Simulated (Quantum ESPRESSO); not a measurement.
# MgS (F-43m): a worked LO-TO splitting

Wanted: the LO mode of MgS (F-43m) from the TO mode and the field response.

Program: Quantum ESPRESSO 8.0 development, patched. Level of theory: DFT LDA, scalar-relativistic, plane waves, PseudoDojo norm-conserving pseudopotentials. Results are calculated unless marked as measured.

### Step 1. The relaxed structure

Symmetry: F-43m, No. 216, cubic system. The conventional cell has a = 5.596 Å, b = 5.596 Å, c = 5.596 Å, α = 90.00°, β = 90.00°, γ = 90.00°. Nearest to Mg lie 4 S at 2.42 Å. S has 4 Mg at 2.42 Å nearest. Farther neighbours and most contacts between anions are not listed.

This is the cell after its relaxation at this level of theory, not the database cell from which that began.

### Step 2. What the response run gave

A linear-response run on the relaxed cell, with the response to an electric field; only its zone-centre results are used. Cutoff 84 Ry, k mesh 8×8×8.

What it wrote:

```text
[banners, grids, parts of the stress and lines that vanish by symmetry left out]
Program PHONON v.8.0dev
     Dynamical matrices for q-points given in input
     (   1q-points):
[...]
Exchange-correlation= PW
                           (   1   4   0   0   0   0   0)
[...]
kinetic-energy cut-off    =      84.0000  Ry
     charge density cut-off    =     336.0000  Ry
     convergence threshold     =      1.0E-18
[...]
Exchange-correlation= PW
                           (   1   4   0   0   0   0   0)
[...]
q = (   0.0000000   0.0000000   0.0000000 )
     25 Sym.Ops. (with q -> -q+G )
     G cutoff =  951.9364  (  30731 G-vectors)     FFT grid: ( 45, 45, 45)
     number of k points=    29
[...]
Mode symmetry, T_d (-43m)  point group:
[...]
Dielectric constant
[...]
End of electric fields calculation
          Dielectric constant in cartesian axis
          (       4.209418748      -0.000000000       0.000000000 )
          (       0.000000000       4.209418748      -0.000000000 )
          (      -0.000000000      -0.000000000       4.209418748 )
          Effective charges (d Force / dE) in cartesian axis without acoustic sum rule applied (asr)
           atom    1  Mg    Mean Z*:        1.87417
      Ex  (        1.87417        0.00000        0.00000 )
      Ey  (       -0.00000        1.87417        0.00000 )
      Ez  (        0.00000        0.00000        1.87417 )
           atom    2  S     Mean Z*:       -1.87595
      Ex  (       -1.87595        0.00000        0.00000 )
      Ey  (        0.00000       -1.87595        0.00000 )
      Ez  (        0.00000        0.00000       -1.87595 )
          Effective charges Sum: Mean:       -0.00177
[...]
Effective charges (d Force / dE) in cartesian axis with asr applied:
           atom    1  Mg    Mean Z*:        1.87506
[...]
atom    2  S     Mean Z*:       -1.87506
[...]
Dielectric constant from finite-differences
          (       4.209482639       0.000000000       0.000000000 )
          (       0.000000000       4.209482639       0.000000000 )
          (       0.000000000       0.000000000       4.209482639 )
[...]
(       0.000000000       0.000000000      -0.000000000 )
          (       0.000000000       0.000000000       3.122981389 )
          (       0.000000000       3.122981389      -0.000000000 )
          (       0.000000000       0.000000000       3.122981389 )
          (      -0.000000000      -0.000000000      -0.000000000 )
          (       3.122981389       0.000000000      -0.000000000 )
          (      -0.000000000       3.122981389      -0.000000000 )
          (       3.122981389      -0.000000000       0.000000000 )
[...]
(      -0.000000000      -0.000000000       0.000000000 )
          (       0.194075138      -0.000000000      -0.000000000 )
          (       0.000000000       0.194075138       0.000000000 )
          (       0.194075138      -0.000000000       0.000000000 )
          (       0.000000000      -0.000000000       0.000000000 )
[...]
Representation #   1 modes #   1   2   3
[...]
End of self-consistent calculation
     Convergence has been achieved
     Representation #   2 modes #   4   5   6
[...]
End of self-consistent calculation
     Convergence has been achieved
[...]
Dielectric constant in cartesian axis
          (       4.209418748      -0.000000000       0.000000000 )
          (       0.000000000       4.209418748      -0.000000000 )
          (      -0.000000000      -0.000000000       4.209418748 )
          Effective charges (d Force / dE) in cartesian axis without acoustic sum rule applied (asr)
           atom    1  Mg    Mean Z*:        1.87417
      Ex  (        1.87417        0.00000        0.00000 )
      Ey  (       -0.00000        1.87417        0.00000 )
      Ez  (        0.00000        0.00000        1.87417 )
           atom    2  S     Mean Z*:       -1.87595
      Ex  (       -1.87595        0.00000        0.00000 )
      Ey  (        0.00000       -1.87595        0.00000 )
      Ez  (        0.00000        0.00000       -1.87595 )
          Effective charges Sum: Mean:       -0.00177
[...]
Effective charges (d Force / dE) in cartesian axis with asr applied:
           atom    1  Mg    Mean Z*:        1.87506
[...]
atom    2  S     Mean Z*:       -1.87506
[...]
q = (    0.000000000   0.000000000   0.000000000 )
[...]
freq (    1) =       0.116566 [THz] =       3.888225 [cm-1]
     freq (    2) =       0.116566 [THz] =       3.888225 [cm-1]
     freq (    3) =       0.116566 [THz] =       3.888225 [cm-1]
     freq (    4) =      10.291939 [THz] =     343.302120 [cm-1]
     freq (    5) =      10.291939 [THz] =     343.302120 [cm-1]
     freq (    6) =      10.291939 [THz] =     343.302120 [cm-1]
[...]
Mode symmetry, T_d (-43m)  point group:
     freq (   1-   3) =          3.9  [cm-1]   --> T_2  G_15 P_4   I+R
     freq (   4-   6) =        343.3  [cm-1]   --> T_2  G_15 P_4   I+R

   JOB DONE.
```

| quantity | value |
| --- | --- |
| cell volume Ω (Å³) | 43.821 |
| mass of Mg (u) | 24.305 |
| mass of S (u) | 32.060 |
| Born charge of Mg, raw (e) | 1.874 |
| Born charge of S, raw (e) | -1.876 |
| ε∞ | 4.209 |
| ω(TO) after the sum rule (cm⁻¹) | 343.3 |

### Step 3. The calculation

The charges must sum to zero over the cell; taking off their mean, -0.001 e, leaves Z* = 1.875 e on Mg. In the polar mode Mg moves against S, so the reduced mass is μ = 24.30 × 32.06 / 56.37 = 13.825 u.

A longitudinal wave builds up a field that adds to the restoring force: ω(LO)² = ω(TO)² + 4π Z*² / (μ Ω ε∞), in Hartree atomic units. With μ = 25201 electron masses and Ω = 295.72 bohr³ the second term is 1.4085e-06 Ha², or 67845 cm⁻² (1 Ha = 219474.6 cm⁻¹).

So ω(LO) = √(117834 + 67845) = 430.9 cm⁻¹, and by the Lyddane-Sachs-Teller relation ε₀ = ε∞ (ω(LO)/ω(TO))² = 6.63.

### Step 4. Check against the program

The analysis program adds the same non-analytic term to the full matrix, here for q along (1 0 0).

What it wrote:

```text
[banner, memory and clock lines left out]
Program DYNMAT v.8.0dev

     Reading Dynamical Matrix from file g.dyn
     ...Force constants read
     ...epsilon and Z* read
     ...Raman cross sections read

     Polarizability (A^3 units)
     multiply by 0.483137 for Clausius-Mossotti correction (not under assume_isolated = 'mt')
        11.191867    0.000000   -0.000000
        -0.000000   11.191867   -0.000000
         0.000000   -0.000000   11.191867

     IR activities are in (D/A)^2/amu units
     Raman activities are in A^4/amu units
     multiply Raman by 0.054486 for Clausius-Mossotti correction (not under assume_isolated = 'mt')

# mode   [cm-1]    [THz]      IR          Raman   depol.fact
    1     -0.00   -0.0000    0.0000         0.0000    0.7500
    2     -0.00   -0.0000    0.0000         0.0000    0.7500
    3      0.00    0.0000    0.0000         0.0000    0.7500
    4    343.27   10.2911    5.8675         2.4813    0.7500
    5    343.27   10.2911    5.8675         2.4813    0.7500
    6    430.90   12.9182    5.8675         2.4813    0.7500
```

ε₀ comes from the program's run without a direction of q.

| quantity | by hand | program |
| --- | --- | --- |
| ω(LO) (cm⁻¹) | 430.9 | 430.9 |
| ε₀ | 6.63 | 6.63 |

### Step 5. What came out

```json
{"TO mode": "343.3 cm⁻¹", "LO mode": "430.9 cm⁻¹", "static dielectric constant": "6.633"}
```

In words: The LO mode of MgS (F-43m) lies at 431 cm⁻¹, 88 cm⁻¹ above the TO mode; the formula meets the program within 0.1 cm⁻¹, as it must for a cubic crystal with one polar mode. ω(LO)² − ω(TO)² goes with Z*²/ε∞: an error of 5 % in ε∞ would move the LO mode by 3.8 cm⁻¹, and semilocal functionals tend to overestimate ε∞. These are harmonic values at zero temperature, at the volume of this functional, for the structure held cubic; stability elsewhere in the zone is no part of this calculation.

[Host names and launcher messages were left out of these logs when they were recorded.]

[Logs are printed without paths, hosts, clocks, repeated set-up lines and the standing remarks that a program may print on its own settings, such as how far it seeks lower states.]

[Hosts, paths, dates, database ids (printed as entryN), source tags and the programs' standing remarks are cut or masked in the printed files.]
